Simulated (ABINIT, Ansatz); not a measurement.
**Converging GW for CaC2 (Pnnm) in ABINIT**

Wanted: a converged G0W0 gap of CaC2 (Pnnm), or an estimate of the limit.

Calculated with ABINIT 10.8.3; PBEsol and many-body steps on it, plane waves.

Most raw output is cut from this account.

## 1. Set-up

Symmetry: Pnnm, No. 58, orthorhombic system. The conventional cell has a = 4.407 Å, b = 5.904 Å, c = 3.897 Å, α = 90.00°, β = 90.00°, γ = 90.00°. Ca has 6 C at 2.62 Å nearest. Nearest to C lie 1 C at 1.26 Å and 3 Ca at 2.62 Å. Farther neighbours are not listed.

The cell and positions are those that the Materials Project relaxed with its own functionals (PBE, PBE+U or r2SCAN), kept fixed.

## 2. Empty states on the mesh, 4×2×4 mesh, 272 bands

This step: ABINIT 10.8.3; DFT, PBEsol, plane waves, norm-conserving pseudopotentials.

The sums over transitions need many empty states on a uniform mesh; this step solves for them.

Contents of run.abi:

```
acell 3*1.0 Angstrom
rprim 
  4.407233000000 0.000000000000 0.000000000000
  0.000000000000 5.904349000000 0.000000000000
  0.000000000000 0.000000000000 3.897343000000
ntypat 2
znucl 20 6
natom 6
typat 1 1 2 2 2 2
xred 
  -0.000000000000 -0.000000000000 0.000000000000
  0.500000000000 0.500000000000 0.500000000000
  0.886657000000 0.564468000000 0.000000000000
  0.613343000000 0.064468000000 0.500000000000
  0.386657000000 0.935532000000 0.500000000000
  0.113343000000 0.435532000000 0.000000000000
pp_dirpath "pseudos"
pseudos "Ca.upf, C.upf"
ecut 37
ngkpt 4 2 4
nshiftk 1
shiftk 0 0 0
kptopt 1
chksymbreak 0
iscf -2
irdden 1
istwfk *1
nband 272
nbdbuf 24
tolwfr 1e-09
nstep 60
prtvol 0
indata_prefix "in"
outdata_prefix "out"
tmpdata_prefix "tmp"
```

Run with:

```
OMP_NUM_THREADS=1 mpirun -n 8 abinit run.abi > log
```

It took 8.6 min on 8 MPI ranks of Intel Xeon Platinum 8375C at 2.90GHz (Ice Lake), shared host; peak memory 1.3 GiB.

This step gave:

```yaml
gap: 2.775 eV
k_of_the_valence_top: 0.5, 0, 0
k_of_the_conduction_bottom: 0, 0, 0
least_direct_gap: 3.126 eV
k_points_computed: 18
lowest_point_of_the_top_converged_band_above_the_valence_top: 90.0678 eV
```

On this mesh the gap is 2.775 eV.

The density comes from a self-consistent run that is not shown.

## 3. Screening, 4×2×4 mesh, 46 bands, screening to 76.2 eV

The RPA dielectric matrix is built and inverted for each q.

This step: RPA screening on PBEsol, plane waves, norm-conserving pseudopotentials.

Changes to run.abi since step 2:

```diff
@@ -24,10 +24,11 @@
 chksymbreak 0
-iscf -2
-irdden 1
 istwfk *1
-nband 272
-nbdbuf 24
-tolwfr 1e-09
-nstep 60
-prtvol 0
+occopt 1
+irdwfk 1
+optdriver 3
+nband 46
+ecuteps 2.8
+inclvkb 2
+awtr 1
+symchi 1
 indata_prefix "in"
```

Wall time 75 s (8 MPI ranks); peak memory 4 GiB; 9.9 min of CPU time.

Numbers from this step:

```
ε∞ with local fields, on this mesh, along the program's q direction : 3.386
the same without local fields                                       : 3.927
plasma frequency                                                    : 22.12 eV
plane waves in the screening matrix                                 : 147
```

Local fields lower ε∞ by 14 %. On a Γ-centred mesh this coarse the value itself is usually too large, while a short band sum pulls it down.

## 4. 46 bands, 76.2 eV

The self-energy is evaluated for the states that the input lists, and the levels follow from it, in one-shot runs by the linearised quasiparticle equation.

This step: G0W0 on PBEsol, plane waves, norm-conserving pseudopotentials.

Changes to run.abi since step 3:

```diff
@@ -27,8 +27,17 @@
 irdwfk 1
-optdriver 3
+optdriver 4
 nband 46
+gwcalctyp 0
+ecutsigx 37
+symsigma 1
+nkptgw 2
+kptgw 
+  0.5000000000 0.0000000000 0.0000000000
+  0.0000000000 0.0000000000 0.0000000000
+bdgw 
+  17 20
+  17 20
 ecuteps 2.8
-inclvkb 2
-awtr 1
-symchi 1
+irdscr 1
+ppmodel 1
 indata_prefix "in"
```

Wall time 9.4 s (8 MPI ranks); peak memory 2.5 GiB; 73 s of CPU time.

Numbers from this step:

* G0W0 gap on the points computed: 4.827 eV
* starting gap on the mesh: 2.775 eV
* k of the valence top: 0.5, 0, 0
* k of the conduction bottom: 0, 0, 0
* Z at the valence top: 0.792
* Z at the conduction bottom: 0.823
* least direct G0W0 gap on the computed points: 5.294 eV

The gap on the mesh goes from 2.78 eV to 4.83 eV, a correction of +2.05 eV.

## 5. Screening, 4×2×4 mesh, 111 bands, screening to 141.5 eV

This step: RPA screening on PBEsol, plane waves, norm-conserving pseudopotentials.

Changes to run.abi since step 4:

```diff
@@ -27,17 +27,8 @@
 irdwfk 1
-optdriver 4
-nband 46
-gwcalctyp 0
-ecutsigx 37
-symsigma 1
-nkptgw 2
-kptgw 
-  0.5000000000 0.0000000000 0.0000000000
-  0.0000000000 0.0000000000 0.0000000000
-bdgw 
-  17 20
-  17 20
-ecuteps 2.8
-irdscr 1
-ppmodel 1
+optdriver 3
+nband 111
+ecuteps 5.2
+inclvkb 2
+awtr 1
+symchi 1
 indata_prefix "in"
```

It took 4.9 min on 8 MPI ranks; peak memory 5.4 GiB.

This step gave:

```
ε∞ with local fields, on this mesh, along the program's q direction : 3.401
the same without local fields                                       : 4.008
plasma frequency                                                    : 22.12 eV
plane waves in the screening matrix                                 : 397
```

## 6. 111 bands, 141.5 eV

This step: G0W0 on PBEsol, plane waves, norm-conserving pseudopotentials.

Changes to run.abi since step 5:

```diff
@@ -27,8 +27,17 @@
 irdwfk 1
-optdriver 3
+optdriver 4
 nband 111
+gwcalctyp 0
+ecutsigx 37
+symsigma 1
+nkptgw 2
+kptgw 
+  0.5000000000 0.0000000000 0.0000000000
+  0.0000000000 0.0000000000 0.0000000000
+bdgw 
+  17 20
+  17 20
 ecuteps 5.2
-inclvkb 2
-awtr 1
-symchi 1
+irdscr 1
+ppmodel 1
 indata_prefix "in"
```

Run time: 33 s. Hardware: 8 MPI ranks; peak memory 4.3 GiB; 4.4 min of CPU time.

Numbers from this step:

| Item | Value |
| --- | --- |
| G0W0 gap on the points computed | 4.836 eV |
| starting gap on the mesh | 2.775 eV |
| k of the valence top | 0.5, 0, 0 |
| k of the conduction bottom | 0, 0, 0 |
| Z at the valence top | 0.778 |
| Z at the conduction bottom | 0.818 |
| least direct G0W0 gap on the computed points | 5.275 eV |

Against G0W0 in ABINIT (4×2×4 mesh, 46 bands, screening to 76.2 eV, Godby-Needs plasmon pole), the gap moves by +0.009 eV.

## 7. Screening, 4×2×4 mesh, 248 bands, screening to 217.7 eV

This step: RPA screening on PBEsol, plane waves, norm-conserving pseudopotentials.

Changes to run.abi since step 6:

```diff
@@ -27,17 +27,8 @@
 irdwfk 1
-optdriver 4
-nband 111
-gwcalctyp 0
-ecutsigx 37
-symsigma 1
-nkptgw 2
-kptgw 
-  0.5000000000 0.0000000000 0.0000000000
-  0.0000000000 0.0000000000 0.0000000000
-bdgw 
-  17 20
-  17 20
-ecuteps 5.2
-irdscr 1
-ppmodel 1
+optdriver 3
+nband 248
+ecuteps 8
+inclvkb 2
+awtr 1
+symchi 1
 indata_prefix "in"
```

The job ended after 18 min (8 MPI ranks; peak memory 7 GiB).

This step gave:

```yaml
eps_infinity_with_local_fields_on_this_mesh_along_the_program_s_q_direction: 3.407
the_same_without_local_fields: 4.015
plasma_frequency: 22.12 eV
plane_waves_in_the_screening_matrix: 737
```

## 8. 248 bands, 217.7 eV

This step: G0W0 on PBEsol, plane waves, norm-conserving pseudopotentials.

Changes to run.abi since step 7:

```diff
@@ -27,8 +27,17 @@
 irdwfk 1
-optdriver 3
+optdriver 4
 nband 248
+gwcalctyp 0
+ecutsigx 37
+symsigma 1
+nkptgw 2
+kptgw 
+  0.5000000000 0.0000000000 0.0000000000
+  0.0000000000 0.0000000000 0.0000000000
+bdgw 
+  17 20
+  17 20
 ecuteps 8
-inclvkb 2
-awtr 1
-symchi 1
+irdscr 1
+ppmodel 1
 indata_prefix "in"
```

Elapsed: 3 min, on 8 MPI ranks; peak memory 9.6 GiB; 23 min of CPU time.

Numbers from this step:

```
G0W0 gap on the points computed              : 4.883 eV
starting gap on the mesh                     : 2.775 eV
k of the valence top                         : 0.5, 0, 0
k of the conduction bottom                   : 0, 0, 0
least direct G0W0 gap on the computed points : 5.313 eV
```

Against G0W0 in ABINIT (4×2×4 mesh, 111 bands, screening to 141.5 eV, Godby-Needs plasmon pole), the gap moves by +0.047 eV.

## 9. The runs together

Times are wall times on 8 MPI ranks of Intel Xeon Platinum 8375C at 2.90GHz (Ice Lake), shared host, good to a factor of about two. A run's time includes the screening step that it read.

```tsv
run	mesh	bands	screening cutoff (eV)	DFT gap (eV)	gap on the mesh (eV)	direct (eV)	ε∞ used	time
46 bands, 76.2 eV	4×2×4	46	76.2	2.775	4.827	5.294	3.39	84 s
111 bands, 141.5 eV	4×2×4	111	141.5	2.775	4.836	5.275	3.40	5.5 min
248 bands, 217.7 eV	4×2×4	248	217.7	2.775	4.883	5.313	3.41	21 min
```

## 10. What came out

```yaml
46_bands_76p2_ev: 4.827 eV
111_bands_141p5_ev: 4.836 eV
248_bands_217p7_ev: 4.883 eV
known_limits: not at the basis limit; coarse k mesh
```

From the first rung to the last the gap moves by +0.06 eV for 15 times the time. The steps are not yet shrinking, so no limit is drawn. In the G0W0 runs levels were corrected at 2 k points alone, so a gap called «on the mesh» is the least over those, and an edge elsewhere would be missed. The 4×2×4 mesh is coarse for this cell, which bears on the long-range parts of exchange and screening.

[Paths, hosts, dates, memory and timing lines, banners, echoed tables and standing remarks are left out of the program output.]

[Logs are printed without paths, hosts, clocks, repeated set-up lines and the standing remarks that a program may print on its own settings, such as how far it seeks lower states.]

[Runs of the session that timed out or met a known fault of the program may be left out.]

[Hosts, paths, dates, database ids (printed as entryN), source tags and the programs' standing remarks are cut or masked in the printed files.]

[G0W0 gaps are taken among the corrected bands and points alone; a level outside them can change the order at an edge.]

[Where Ansatz stands beside ABINIT at settings called matched, ABINIT's density can come from a denser mesh and the files from another edition; pairs whose starting gaps differed by over 0.03 eV were left out, so agreement reads better than it is.]
